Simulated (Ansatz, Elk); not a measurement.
# Bonding as seen by X-rays: BeH

The structure of BeH used here is made up (a known structure type with other elements) and was relaxed beforehand with PBE. The aim is the Fourier transform of its all-electron density, F(hkl), set beside the sum over free spherical atoms that refinements use.

Main program and level: Elk 11.2.3 (patched build); DFT, PBE, all-electron APW+lo, Dirac cores, scalar-relativistic bands, static density, no spin.

This account leaves out most program logs.

The structure was built from a prototype and need not be the compound's stable phase.

### 1. Starting point

It takes space group Fm-3m (No. 225, cubic). Conventional cell: a = 3.563 Å, b = 3.563 Å, c = 3.563 Å, α = 90.00°, β = 90.00°, γ = 90.00°. Nearest to Be lie 6 H at 1.78 Å. Nearest to H lie 6 Be at 1.78 Å. Farther neighbours are not listed.

### 2. Ground state and structure factors

An all-electron density is needed, since X-rays see the cores too. Task 0 finds the density and task 195 Fourier-transforms it; tshift is off so that phases refer to the origin typed.

elk.in

```
tasks
  0
  195

xctype
  20

spinpol
  .false.

rgkmax
  7.0

gmaxvr
  14.0

lmaxo
  7

lmaxapw
  8

swidth
  0.002

tshift
  .false.

ramdisk
  .false.

hmaxvr
  5.5

maxscl
  120

epspot
  1e-06

sppath
  './'

avec
  0.00000000000 3.36648578935 3.36648578935
  3.36648578935 0.00000000000 3.36648578935
  3.36648578935 3.36648578935 -0.00000000000

atoms
  2
  'Be.in'
  1
  0.0000000000 -0.0000000000 -0.0000000000   0.000000 0.000000 0.000000
  'H.in'
  1
  0.5000000000 0.5000000000 0.5000000000   0.000000 0.000000 0.000000

ngridk
  11 11 11
```

The run is started by

```
$ OMP_NUM_THREADS=4 elk
```

Elapsed: 3.1 s, on 4 threads of Intel Xeon Platinum 8488C (Sapphire Rapids), shared host; peak memory 0.16 GiB.

SFACRHO.OUT:

```text

h k l indices transformed by vhmat matrix:
   1.000000000       0.000000000       0.000000000    
   0.000000000       1.000000000       0.000000000    
   0.000000000       0.000000000       1.000000000    

      h      k      l  multipl.   |H|            Re(F)            Im(F)           |F|

      0      0      0      1   0.0000000       5.0000000      0.21147313E-17   5.0000000    
      0      0     -1      8   1.6163437       1.4386388      0.19213855E-17   1.4386388    
     -1      0     -1      6   1.8663929       2.0496146      0.66133408E-16   2.0496146    
      1      2      1     12   2.6394782       1.6652744     -0.43670728E-16   1.6652744    
      1      0      2     24   3.0950625       1.3153108      0.67049279E-16   1.3153108    
      2      2      2      8   3.2326874       1.4532305     -0.75446926E-16   1.4532305    
      2      2      0      6   3.7327859       1.2994423     -0.24238811E-16   1.2994423    
      1      3      1     24   4.0677091       1.1116413     -0.44505384E-16   1.1116413    
     -1     -2     -3     24   4.1733815       1.1659637      0.35506010E-16   1.1659637    
      3      0      1     24   4.5717104       1.0563372     -0.10505513E-16   1.0563372    
      0      3      0      8   4.8490311      0.93679988     -0.40977437E-16  0.93679988    
     -3     -2      0     24   4.8490311      0.93650635     -0.19621128E-16  0.93650635    
      2      2      4     12   5.2789564      0.88144211     -0.10434001E-16  0.88144211
```

Elk indexes on the primitive cell of elk.in and gives |H| = 4π sin θ/λ in inverse bohr. Below, one row stands for each form hkl of the conventional cell (m members, Friedel mates merged), F is for one primitive cell and the density is static (no thermal factor). Free-atom factors are Waasmaier and Kirfel's, and R is Σm||F|−|F'||/Σm|F|.

```csv
hkl,m,sin θ/λ (Å⁻¹),"abs F, DFT",neutral atoms,diff.
111,8,0.243,1.439,1.486,-0.047
200,6,0.281,2.050,2.023,+0.027
220,12,0.397,1.665,1.659,+0.007
311,24,0.465,1.315,1.330,-0.015
222,8,0.486,1.453,1.460,-0.006
400,6,0.561,1.299,1.308,-0.009
331,24,0.612,1.112,1.137,-0.025
420,24,0.628,1.166,1.183,-0.017
422,24,0.688,1.056,1.077,-0.020
333,8,0.729,0.937,0.964,-0.028
511,24,0.729,0.936,0.964,-0.028
440,12,0.794,0.881,0.903,-0.022
```

### 3. The highest occupied states alone

An energy window below the Fermi level keeps the highest occupied states, to see at which angles they scatter; shallow core shells can lie inside it and anion s states outside. No new self-consistency is needed.

Edit elk.in of step 2 so:

```diff
@@ -1,3 +1,2 @@
 tasks
-  0
   195
@@ -40,2 +39,5 @@
 
+wsfac
+  -0.129350 0.538140
+
 sppath
```

The run is started by

```
$ OMP_NUM_THREADS=4 elk
```

Wall time 0.38 s (4 threads); peak memory 0.16 GiB; 0.5 s of CPU time.

States within 10 eV below the Fermi level hold 2.49 electrons; any levels below the window count with the cores, and a count that is not whole means the window cuts a band. Their amplitudes can exceed the total, where window and core parts have opposite phase:

```csv
hkl,sin θ/λ (Å⁻¹),"abs F, window","abs F, all"
111,0.243,0.292,1.439
200,0.281,0.251,2.050
220,0.397,0.100,1.665
311,0.465,0.084,1.315
222,0.486,0.063,1.453
400,0.561,0.052,1.299
331,0.612,0.029,1.112
420,0.628,0.040,1.166
422,0.688,0.033,1.056
333,0.729,0.010,0.937
```

### 4. Another try

In this try the input is made faulty on purpose, to show what that does.

The input is changed as shown.

Edit elk.in of step 3 so:

```diff
@@ -1,2 +1,3 @@
 tasks
+  0
   195
@@ -10,3 +11,3 @@
 rgkmax
-  7.0
+  3.5
 
@@ -34,3 +35,3 @@
 maxscl
-  120
+  60
 
@@ -38,5 +39,2 @@
   1e-06
-
-wsfac
-  -0.129350 0.538140
```

The run is started by

```
$ OMP_NUM_THREADS=4 elk
```

It took 2 s on 4 threads; peak memory 0.16 GiB; 4.2 s of CPU time.

The run finished. A setting was moved off its sound value on purpose, so it serves as a test and not as the result.

The fault put into the input: a cutoff far too low.

Its structure factors differ from the first run's by R = 0.4 %.

### 5. Another functional

The difference from free atoms is small, so it is set against the change that LDA (Perdew-Wang) makes.

Edit elk.in of step 4 so:

```diff
@@ -5,3 +5,3 @@
 xctype
-  20
+  3
 
@@ -11,3 +11,3 @@
 rgkmax
-  3.5
+  7.0
 
@@ -35,3 +35,3 @@
 maxscl
-  60
+  120
```

The run is started by

```
$ OMP_NUM_THREADS=4 elk
```

It took 1.6 s on 4 threads; peak memory 0.16 GiB.

Against the first run R = 0.92 %; the largest change is -0.014 at 400.

### 6. Basis size

The basis and the expansions that go with it are enlarged, to see whether the differences are converged.

Edit elk.in of step 5 so:

```diff
@@ -5,3 +5,3 @@
 xctype
-  3
+  20
 
@@ -11,12 +11,12 @@
 rgkmax
-  7.0
+  8.5
 
 gmaxvr
-  14.0
+  18.0
 
 lmaxo
-  7
+  9
 
 lmaxapw
-  8
+  10
```

The run is started by

```
$ OMP_NUM_THREADS=4 elk
```

The job ended after 6.5 s (4 threads; peak memory 0.16 GiB).

Against the first run R = 0.02 %; the largest change is -0.001 at 333.

### 7. A coarser k-mesh

About half the k-points along each axis test the sampling.

Edit elk.in of step 6 so:

```diff
@@ -11,12 +11,12 @@
 rgkmax
-  8.5
+  7.0
 
 gmaxvr
-  18.0
+  14.0
 
 lmaxo
-  9
+  7
 
 lmaxapw
-  10
+  8
 
@@ -58,2 +58,2 @@
 ngridk
-  11 11 11
+  6 6 6
```

The run is started by

```
$ OMP_NUM_THREADS=4 elk
```

It took 2 s on 4 threads; peak memory 0.16 GiB.

Against the first run R = 0.06 %; the largest change is -0.003 at 111.

### 8. Settings against the effect

```csv
run,R against the first run (%),"R against neutral atoms, low angle (%)",wall time
"PBE, rgkmax 7",0.00,2.27,3.1 s
LDA (Perdew-Wang),0.92,1.66,1.6 s
rgkmax 8.5 with larger expansions,0.02,2.27,6.5 s
k-mesh 6×6×6,0.06,2.40,2 s
```

### 9. Summary of results

```yaml
r_against_neutral_atoms_sin_theta_lambda_0p3_a_minus1: 2.27 %
r_against_neutral_atoms_0p3_to_0p79_a_minus1: 1.67 %
```

Independent neutral atoms miss the calculated amplitudes by R = 2.27 % below 0.3 Å⁻¹ and 1.67 % from there to 0.79 Å⁻¹; by shells, 2.27 % 0.15 to 0.3 (2 forms), 0.41 % 0.3 to 0.45 (1 form), 1.82 % above 0.45 (9 forms). Bonding, aspherical density and the tables' own atoms all enter these figures, and the runs don't part them. The largest change of an amplitude is -0.05 electrons, at 111. The window's part falls from 2.5 electrons at the origin to at most 0.08 between 0.45 and 0.79 Å⁻¹. Below 0.3 Å⁻¹ the changes that finished (LDA (Perdew-Wang), rgkmax 8.5 with larger expansions and k-mesh 6×6×6) move F by R = 0.60 % at most, against the 2.27 % that separates it from free atoms. Part of the difference isn't bonding: the tables are fits to free atoms and ions calculated by other methods than this functional. Thermal motion, anomalous dispersion and extinction are left out.

[Logs are printed without paths, hosts, clocks, repeated set-up lines and the standing remarks that a program may print on its own settings, such as how far it seeks lower states.]

[Hosts, paths, dates, database ids (printed as entryN), source tags and the programs' standing remarks are cut or masked in the printed files.]
